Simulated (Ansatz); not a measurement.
## How many bands does the GW gap of Cs2InAgCl6 (Fm-3m) need?

Aim: see how the G0W0 gap of Cs2InAgCl6 (Fm-3m) on LDA moves with empty bands and screening cutoff, and what each rung costs.

Main program and level: Ansatz 0.2.0; G0W0 on LDA, plane waves, PAW.

In doubt: one-shot GW on d or f shells is unsure (steps 2, 3, 4), so the values of those runs are not to be relied on.

**1. Set-up**

It takes space group Fm-3m (No. 225, cubic). The conventional cell has a = 10.469 Å, b = 10.469 Å, c = 10.469 Å, α = 90.00°, β = 90.00°, γ = 90.00°. Nearest to Cs lie 12 Cl at 3.70 Å. Nearest to In lie 6 Cl at 2.51 Å. Ag has 6 Cl at 2.72 Å nearest. Nearest to Cl lie 1 In at 2.51 Å and 1 Ag at 2.72 Å and 4 Cs at 3.70 Å. Farther neighbours and most contacts between anions are not listed.

The cell and positions come from the Crystallography Open Database and are kept as given unless a step says otherwise. Spin-orbit coupling is left out unless a step names it.

**2. 751 empty bands, screening to 110 eV**

G0W0 replaces the xc potential by the self-energy, built once from these orbitals. Only a window of levels is corrected, while the sums run over the empty bands that the input names. This step takes hard PAW files.

input.yaml reads:

```yaml
crystal:
  lattice:
    - [0.0, 5.2345, 5.2345]
    - [5.2345, 0.0, 5.2345]
    - [5.2345, 5.2345, 0.0]
  atoms:
    - { symbol: Cs, position: [0.25, 0.25, 0.25] }
    - { symbol: Cs, position: [0.75, 0.75, 0.75] }
    - { symbol: In, position: [0.0, 0.0, 0.0] }
    - { symbol: Ag, position: [0.5, 0.5, 0.5] }
    - { symbol: Cl, position: [0.76021, 0.23979, 0.23979] }
    - { symbol: Cl, position: [0.23979, 0.76021, 0.23979] }
    - { symbol: Cl, position: [0.23979, 0.76021, 0.76021] }
    - { symbol: Cl, position: [0.76021, 0.23979, 0.76021] }
    - { symbol: Cl, position: [0.23979, 0.23979, 0.76021] }
    - { symbol: Cl, position: [0.76021, 0.76021, 0.23979] }
kpoints:
  mp_grid: { grid: [4, 4, 4] }
hamiltonian:
  xc: lda
  pseudopotentials: { kind: paw, source: ansatz }
scf:
  occupations: { method: fixed }
gw:
  n_empty_bands: 751
  ecut_chi: 110.0
  qp_bands: [v3, c3]
  qp_kpoints: band_edges
  screening: { model: contour_deformation }
```

The run is started by

```bash
$ ansatz run input.yaml --threads 16 --pin off --max-ram 82944MiB --backend cuda --events-out ev --progress --plain --runs-dir out --devices 1 --max-vram 78GiB
```

Numbers of over 12 decimals in the logs are rounded to 6 here.

The log of the run:

```text
GPUs: using 1 of 1 available (devices: 1).
Engine: ansatz 0.2.0, aarch64-unknown-linux-gnu
Pseudopotentials: kind: paw
Pseudopotential: Cs, paw, valence charge 9, recommended cutoff 520 eV (normal), Cs.paw.azcp
Pseudopotential: In, paw, valence charge 21, recommended cutoff 710 eV (normal), In.paw.azcp
Pseudopotential: Ag, paw, valence charge 19, recommended cutoff 480 eV (normal), Ag.paw.azcp
Pseudopotential: Cl, paw, valence charge 7, recommended cutoff 660 eV (normal), Cl.paw.azcp
Functional definition: SPW92
  exchange = slater_x
  correlation = pw_c
[...]
Crystal: 10 atoms, lattice volume = 286.850 Å³
Basis set: ecut = 710 eV, 12339 PW (Γ)
Bands: 60, of which v1, the nominal top of the filled ones, is band 50 counted from 1 (49 counted from 0)
Symmetry: 48 space group operations
Space group: Fm-3m (ITA 225), of the structure as read, at distance tolerance 6.6e-5 Å
k-points: 8 of 64
Non-local potential: Cs, projectors of the file, l = 0: 3, l = 1: 2, l = 2: 2, l = 3: 3
Non-local potential: In, projectors of the file, l = 0: 3, l = 1: 3, l = 2: 2, l = 3: 2
Non-local potential: Ag, projectors of the file, l = 0: 3, l = 1: 2, l = 2: 2, l = 3: 2
Non-local potential: Cl, projectors of the file, l = 0: 2, l = 1: 2, l = 2: 2, l = 3: 1
PAW form: soft (Blöchl's): semilocal exchange-correlation on the pseudo side does not see the compensation charge
PAW frozen core: Cs, regenerated for the run's functional, and the local potential with it (the file was generated under x = pbe(κ = 0.804, μ = 0.219515), c = pbe(β = 0.066725))
PAW frozen core: In, regenerated for the run's functional, and the local potential with it (the file was generated under x = pbe(κ = 0.804, μ = 0.219515), c = pbe(β = 0.066725))
PAW frozen core: Ag, regenerated for the run's functional, and the local potential with it (the file was generated under x = pbe(κ = 0.804, μ = 0.219515), c = pbe(β = 0.066725))
PAW frozen core: Cl, regenerated for the run's functional, and the local potential with it (the file was generated under x = pbe(κ = 0.804, μ = 0.219515), c = pbe(β = 0.066725))
PAW one-centre angular grid: Cs, 194 points (default); XC on 64 Gauss nodes
PAW one-centre angular grid: In, 590 points (default); XC on 64 Gauss nodes
PAW one-centre angular grid: Ag, 590 points (default); XC on 64 Gauss nodes
[...]
Initial density: superposition of atomic densities (chi_scale 0.1, normalization cell, long waves kept (reshape's long-wave potential 0.00 eV rms))
Initial wavefunctions: pseudopotential atomic-orbital guess
[...]
Functional: x = slater, c = lda
SCF iter   1: F=—  HF=-33630.510922 eV  |F-HF|=—  |Δ(HF+E_count)|=         —  Δρ=6.37e-2  dr2=1.32e1  ethr=3.10e-3  ⟨swp⟩=10.8  Hψ=2369  notcnv=0  defer=60
preconditioner: auto → Resta (q_TF=auto, 2.289 Å⁻¹)  ε∞=3.6  [insulator: Δε(μ)=0.555 eV  Ē_g=12.210 eV  n_scr=58 (ndim 8)  ℏωp=19.6 eV  f_vac=0.011  ε∞_Penn≈3.6]
SCF iter   2: F=—  HF=-33626.063841 eV  |F-HF|=—  |Δ(HF+E_count)|=    4.45e0  Δρ=2.05e-2  dr2=1.43e0  ethr=3.10e-3  ⟨swp⟩=5.4  Hψ=1367  notcnv=0  defer=59
SCF iter   3: F=—  HF=-33625.463710 eV  |F-HF|=—  |Δ(HF+E_count)|=   6.00e-1  Δρ=9.78e-3  dr2=3.62e-1  ethr=1.43e-3  ⟨swp⟩=5.1  Hψ=1209  notcnv=0  defer=62
SCF iter   4: F=—  HF=-33625.329341 eV  |F-HF|=—  |Δ(HF+E_count)|=   1.34e-1  Δρ=4.64e-3  dr2=8.35e-2  ethr=3.62e-4  ⟨swp⟩=5.0  Hψ=1148  notcnv=0  defer=66
SCF iter   5: F=—  HF=-33625.297880 eV  |F-HF|=—  |Δ(HF+E_count)|=   3.15e-2  Δρ=1.46e-3  dr2=7.55e-3  ethr=8.35e-5  ⟨swp⟩=5.5  Hψ=1144  notcnv=0  defer=64
SCF iter   6: F=—  HF=-33625.296355 eV  |F-HF|=—  |Δ(HF+E_count)|=   1.53e-3  Δρ=3.38e-4  dr2=2.10e-4  ethr=7.55e-6  ⟨swp⟩=4.8  Hψ=1126  notcnv=0  defer=64
SCF iter   7: F=—  HF=-33625.296316 eV  |F-HF|=—  |Δ(HF+E_count)|=   3.88e-5  Δρ=6.08e-5  dr2=1.22e-5  ethr=2.10e-7  ⟨swp⟩=4.0  Hψ=1283  notcnv=0  defer=64
SCF iter   8: F=—  HF=-33625.296316 eV  |F-HF|=—  |Δ(HF+E_count)|=   1.51e-7  Δρ=1.95e-5  dr2=8.62e-7  ethr=1.22e-8  ⟨swp⟩=3.4  Hψ=1074  notcnv=0  defer=64
[...]
SCF 1 converged in 9 iterations: F = -33625.296316 eV  dr2 = 5.75e-8
[...]
SCF converged after 9 iterations
[...]
--- G₀W₀: contour deformation, 7 samples at zero and on the imaginary axis and 4 off it, 64 q-points, 751 empty bands' worth ---
  eigenvalues of the whole cell's RPA ε∞ on this k-mesh (on a slab, of 1 + 4πα/V) = 3.7357, 3.7357, 3.7357; static W/v taken at q = 0 is 0.267685
  bands read: the sum over 801 bands ends inside a degenerate multiplet in 4 slots, whose members it reads at an even weight; the widest, k=1: bands 801 to 802 (counted from 1) at 1/2 each
  gw.qp_kpoints: band_edges: 7 of 8 stored k-points solved, in 1 pass; an edge of the gap read off the rows below is read off those points alone
    valence top: of the k-points left out ik 5 came nearest to being solved in a further pass, in band 49 (counted from 1, as in the quasiparticle table): it holds the edge there only if its correction is more favourable than any solved in that band by at least 0.581 eV; those differ by 0.373 eV
    conduction bottom: of the k-points left out ik 5 came nearest to being solved in a further pass, in band 51 (counted from 1, as in the quasiparticle table): it holds the edge there only if its correction is more favourable than any solved in that band by at least 1.721 eV; those differ by 0.117 eV
    ik  band        ε_KS         Σx   Σc(E_QP)       V_xc       Z   E_QP_lin       E_QP  E_QP is
     0    48      3.2948   -21.2134     3.1008   -16.9949  0.7526     2.1457     2.1771  root
     0    49      4.1739   -28.2989     3.4103   -24.1439  0.7508     3.4163     3.4292  root
     0    50      4.1739   -28.2989     3.4103   -24.1439  0.7508     3.4163     3.4292  root
     0    51      5.0785   -10.2999    -3.5622   -14.8123  0.8043     6.0395     6.0287  root
     0    52      9.0510    -4.7726    -3.6989    -9.4227  0.8321    10.0150    10.0021  root
     0    53      9.1980    -6.2682    -3.9009   -11.1215  0.8135    10.1651    10.1503  root
     1    48      3.2004   -21.0947     3.1235   -16.8463  0.7517     2.0426     2.0756  root
     1    49      3.8677   -28.1229     3.5518   -23.7975  0.7456     3.0785     3.0942  root
     1    50      3.8677   -28.1229     3.5518   -23.7975  0.7456     3.0785     3.0942  root
     1    51      5.8618   -10.9445    -3.5443   -15.4323  0.7977     6.8181     6.8052  root
     1    52      8.8074    -8.3287    -4.2120   -13.5383  0.7864     9.8221     9.8050  root
     1    53      9.5723    -5.0295    -3.7381    -9.7332  0.8291    10.5528    10.5379  root
     2    48      3.0853   -21.0865     3.0235   -16.9985  0.7516     1.9910     2.0209  root
     2    49      3.6088   -27.6690     3.7014   -23.1296  0.7410     2.7502     2.7709  root
     2    50      3.6088   -27.6690     3.7014   -23.1296  0.7410     2.7502     2.7709  root
     2    51      6.9832   -11.5689    -3.7279   -16.3292  0.7867     8.0398     8.0157  root
     2    52      7.8057    -8.9434    -4.2617   -14.1831  0.7849     8.7975     8.7837  root
     2    53     10.2894    -5.0202    -3.8311    -9.8591  0.8256    11.3148    11.2971  root
     3    48      3.2860   -21.1888     3.1010   -16.9699  0.7525     2.1366     2.1682  root
     3    49      3.2985   -28.4264     3.7894   -23.8887  0.7325     2.5312     2.5502  root
     3    50      4.1720   -28.3004     3.4083   -24.1482  0.7508     3.4154     3.4282  root
     3    51      6.1979   -11.7766    -3.4355   -16.1312  0.7931     7.1307     7.1171  root
     3    52      9.4626    -9.5133    -4.3655   -14.9069  0.7703    10.5079    10.4907  root
     3    53      9.7194    -5.1610    -3.7305    -9.8579  0.8274    10.7012    10.6858  root
[...]
6    52      9.6191   -10.9443    -4.8460   -16.8391  0.7667    10.7220    10.6678  root
     6    53     10.4222    -5.5596    -3.7742   -10.3451  0.8220    11.4512    11.4334  root
     7    48      3.2163   -26.2483     3.9189   -21.2791  0.7395     2.1332     2.1659  root
     7    49      3.3072   -26.3901     3.4012   -22.2229  0.7401     2.5232     2.5412  root
     7    50      3.7223   -28.1884     3.6467   -23.7576  0.7423     2.9210     2.9383  root
     7    51      7.7884   -13.7270    -3.6757   -18.4393  0.7655     8.8432     8.8250  root
     7    52      8.6800    -9.9542    -4.4674   -15.4028  0.7692     9.6881     9.6612  root
     7    53     10.7516    -7.0811    -4.1716   -12.2740  0.8021    11.7931    11.7729  root
```

Wall time 51 s (1 × NVIDIA GB200 (shared by 2 runs) with 16 threads of Arm Neoverse V2, shared host); peak memory 4.3 GiB.

Reading the cycles: dr2 is the Hartree energy of the density residual (eV), the measure of convergence; HF is the Harris–Foulkes estimate of the energy, which meets the free energy F at convergence.

This step gave:

```
bands summed                                 : 801
RPA ε∞ on this mesh (eigenvalues)            : 3.736, 3.736, 3.736
plane waves in the screening matrix          : 749
q-points in the mesh                         : 64
G0W0 gap on the mesh                         : 2.600 eV
k of the valence top                         : 0, 0, 0
k of the conduction bottom                   : 0, 0, 0
starting gap on the mesh                     : 0.9047 eV
Z at the valence top                         : 0.7508
Z at the conduction bottom                   : 0.8043
least direct G0W0 gap on the computed points : 2.600 eV
```

The gap on the mesh goes from 0.90 eV to 2.60 eV, a correction of +1.69 eV. Between the two edge states, bare exchange in place of the xc potential would open the gap by 8.67 eV, and correlation takes back 6.97 eV.

**3. 1573 empty bands, screening to 180 eV**

Another rung: the empty bands reach about as high as the screening cutoff, so the two stay in balance.

input.yaml: that of step 2 with these lines changed.

```diff
@@ -24,4 +24,4 @@
 gw:
-  n_empty_bands: 751
-  ecut_chi: 110.0
+  n_empty_bands: 1573
+  ecut_chi: 180.0
   qp_bands: [v3, c3]
```

The log of the run:

```text
GPUs: using 1 of 1 available (devices: 1).
[...]
Crystal: 10 atoms, lattice volume = 286.850 Å³
Basis set: ecut = 710 eV, 12339 PW (Γ)
Bands: 60, of which v1, the nominal top of the filled ones, is band 50 counted from 1 (49 counted from 0)
[... 1 set-up line as in the run before ...]
[...]
k-points: 8 of 64
[...]
SCF iter   1: F=—  HF=-33630.510922 eV  |F-HF|=—  |Δ(HF+E_count)|=         —  Δρ=6.37e-2  dr2=1.32e1  ethr=3.10e-3  ⟨swp⟩=10.8  Hψ=2369  notcnv=0  defer=60
[...]
SCF iter   8: F=—  HF=-33625.296316 eV  |F-HF|=—  |Δ(HF+E_count)|=   1.51e-7  Δρ=1.95e-5  dr2=8.62e-7  ethr=1.22e-8  ⟨swp⟩=3.4  Hψ=1074  notcnv=0  defer=64
[...]
SCF 1 converged in 9 iterations: F = -33625.296316 eV  dr2 = 5.75e-8
[...]
SCF converged after 9 iterations
[...]
0    48      3.2948   -21.2134     2.8933   -16.9949  0.7508     1.9227     1.9696  root
     0    49      4.1739   -28.2989     3.2129   -24.1439  0.7482     3.2106     3.2318  root
     0    50      4.1739   -28.2989     3.2129   -24.1439  0.7482     3.2106     3.2318  root
     0    51      5.0785   -10.2999    -3.7221   -14.8123  0.8032     5.8763     5.8688  root
     0    52      9.0510    -4.7726    -3.7754    -9.4227  0.8319     9.9380     9.9257  root
     0    53      9.1980    -6.2682    -3.9970   -11.1215  0.8129    10.0672    10.0544  root
     1    48      3.2004   -21.0947     2.9199   -16.8463  0.7498     1.8233     1.8719  root
     1    49      3.8677   -28.1229     3.3658   -23.7975  0.7432     2.8833     2.9080  root
[...]
7    50      3.7223   -28.1884     3.4676   -23.7576  0.7400     2.7325     2.7591  root
     7    51      7.7884   -13.7270    -3.8823   -18.4393  0.7670     8.6320     8.6185  root
     7    52      8.6800    -9.9542    -4.6373   -15.4028  0.7677     9.5076     9.4913  root
     7    53     10.7516    -7.0811    -4.2927   -12.2740  0.8010    11.6672    11.6518  root
```

The job ended after 2.4 min (1 × NVIDIA GB200 (shared by 2 runs) with 16 threads; peak memory 9.8 GiB; 5.6 min of CPU time).

This step gave:

```
bands summed                                 : 1623
RPA ε∞ on this mesh (eigenvalues)            : 3.731, 3.731, 3.731
plane waves in the screening matrix          : 1591
q-points in the mesh                         : 64
G0W0 gap on the mesh                         : 2.637 eV
k of the valence top                         : 0, 0, 0
k of the conduction bottom                   : 0, 0, 0
starting gap on the mesh                     : 0.9047 eV
Z at the valence top                         : 0.7482
Z at the conduction bottom                   : 0.8032
least direct G0W0 gap on the computed points : 2.637 eV
```

Against the run with 4×4×4 mesh, 751 empty bands, screening to 110 eV, hard PAW files, the gap moves by +0.04 eV.

**4. 2889 empty bands, screening to 270 eV**

input.yaml: that of step 3 with these lines changed.

```diff
@@ -24,4 +24,4 @@
 gw:
-  n_empty_bands: 1573
-  ecut_chi: 180.0
+  n_empty_bands: 2889
+  ecut_chi: 270.0
   qp_bands: [v3, c3]
```

The log of the run:

```text
GPUs: using 1 of 1 available (devices: 1).
[...]
Crystal: 10 atoms, lattice volume = 286.850 Å³
Basis set: ecut = 710 eV, 12339 PW (Γ)
Bands: 60, of which v1, the nominal top of the filled ones, is band 50 counted from 1 (49 counted from 0)
[... 1 set-up line as in the run before ...]
[...]
k-points: 8 of 64
[...]
1    48      3.2004   -21.0947     2.8085   -16.8463  0.7493     1.7015     1.7605  root
     1    49      3.8677   -28.1229     3.2561   -23.7975  0.7422     2.7669     2.7984  root
[...]
7    50      3.7223   -28.1884     3.3621   -23.7576  0.7390     2.6198     2.6536  root
     7    51      7.7884   -13.7270    -3.9927   -18.4393  0.7655     8.5151     8.5080  root
     7    52      8.6800    -9.9542    -4.7113   -15.4028  0.7672     9.4309     9.4173  root
     7    53     10.7516    -7.0811    -4.3521   -12.2740  0.8009    11.6045    11.5924  root
[key lines of the parts left out:]
SCF converged after 9 iterations
```

Wall time 5.3 min (1 × NVIDIA GB200 (shared by 2 runs) with 16 threads); peak memory 24 GiB; 12 min of CPU time.

This step gave:

```
bands summed                                 : 2939
RPA ε∞ on this mesh (eigenvalues)            : 3.729, 3.729, 3.729
plane waves in the screening matrix          : 2891
G0W0 gap on the mesh                         : 2.683 eV
k of the valence top                         : 0, 0, 0
k of the conduction bottom                   : 0, 0, 0
starting gap on the mesh                     : 0.9047 eV
least direct G0W0 gap on the computed points : 2.683 eV
```

Against the run with 4×4×4 mesh, 1573 empty bands, screening to 180 eV, hard PAW files, the gap moves by +0.05 eV.

**5. Convergence and cost**

Times are wall times on 1 × NVIDIA GB200 (shared by 2 runs) with 16 threads of Arm Neoverse V2, shared host, good to a factor of about two.

| mesh | files | frequency | bands summed | cutoff (eV) | start (eV) | G0W0 (eV) | time | host memory (GiB) |
| --- | --- | --- | --- | --- | --- | --- | --- | --- |
| 4×4×4 | hard PAW | contour deformation | 801 | 110 | 0.905 | 2.600 | 51 s | 4.3 |
| 4×4×4 | hard PAW | contour deformation | 1623 | 180 | 0.905 | 2.637 | 2.4 min | 9.8 |
| 4×4×4 | hard PAW | contour deformation | 2939 | 270 | 0.905 | 2.683 | 5.3 min | 24 |

The parts of the quasiparticle energy at the two band edges (eV; QP = start + Σx + Σc − Vxc):

| run | edge | start | Σx | Σc | Vxc | Z | QP |
| --- | --- | --- | --- | --- | --- | --- | --- |
| 801 bands | valence top | 4.17 | -28.30 | 3.41 | -24.14 | 0.75 | 3.43 |
| 801 bands | conduction bottom | 5.08 | -10.30 | -3.56 | -14.81 | 0.80 | 6.03 |
| 1623 bands | valence top | 4.17 | -28.30 | 3.21 | -24.14 | 0.75 | 3.23 |
| 1623 bands | conduction bottom | 5.08 | -10.30 | -3.72 | -14.81 | 0.80 | 5.87 |
| 2939 bands | valence top | 4.17 | -28.30 | 3.10 | -24.14 | 0.75 | 3.12 |
| 2939 bands | conduction bottom | 5.08 | -10.30 | -3.79 | -14.81 | 0.80 | 5.80 |

**6. Summary of results**

```json
{
 "801 bands, 110 eV": "2.600 eV",
 "1623 bands, 180 eV": "2.637 eV",
 "2939 bands, 270 eV": "2.683 eV",
 "estimated limit in bands and cutoff": "2.74 eV",
 "mesh and start": "4×4×4, LDA"
}
```

What this shows: A line in one over the bands through the two highest rungs gives 2.74 eV, +0.06 eV from the top rung; the pair below gives 2.67 eV, so the estimate is still climbing. The rungs stand 0.14 eV (801 bands), 0.10 eV (1623 bands) and 0.06 eV (2939 bands) from it. From 801 to 2939 bands the gap moves by +0.08 eV while the time grows 6.2-fold. Σc changes by −0.31 eV at the valence top and −0.23 eV at the conduction bottom, so the levels themselves move more than the gap between them. Gaps are over the mesh's points; an edge off the mesh would be missed. A d shell, filled or nearly so, lies near the gap. One-shot GW converges very slowly in bands there, not always from below, and on a semilocal start the gap tends to come out low; starts rich in exact exchange can overshoot instead. The many-body steps are scalar-relativistic: spin-orbit coupling is not in them.

[Paths, hosts, dates, memory and timing lines, banners, echoed tables and standing remarks are left out of the program output.]

[Logs are printed without paths, hosts, clocks, repeated set-up lines and the standing remarks that a program may print on its own settings, such as how far it seeks lower states.]

[Runs of the session that timed out or met a known fault of the program may be left out.]

[Cells called generated may have been cut or substituted from an entry of the Crystallography Open Database or the Materials Project.]

[Hosts, paths, dates, database ids (printed as entryN), source tags and the programs' standing remarks are cut or masked in the printed files.]
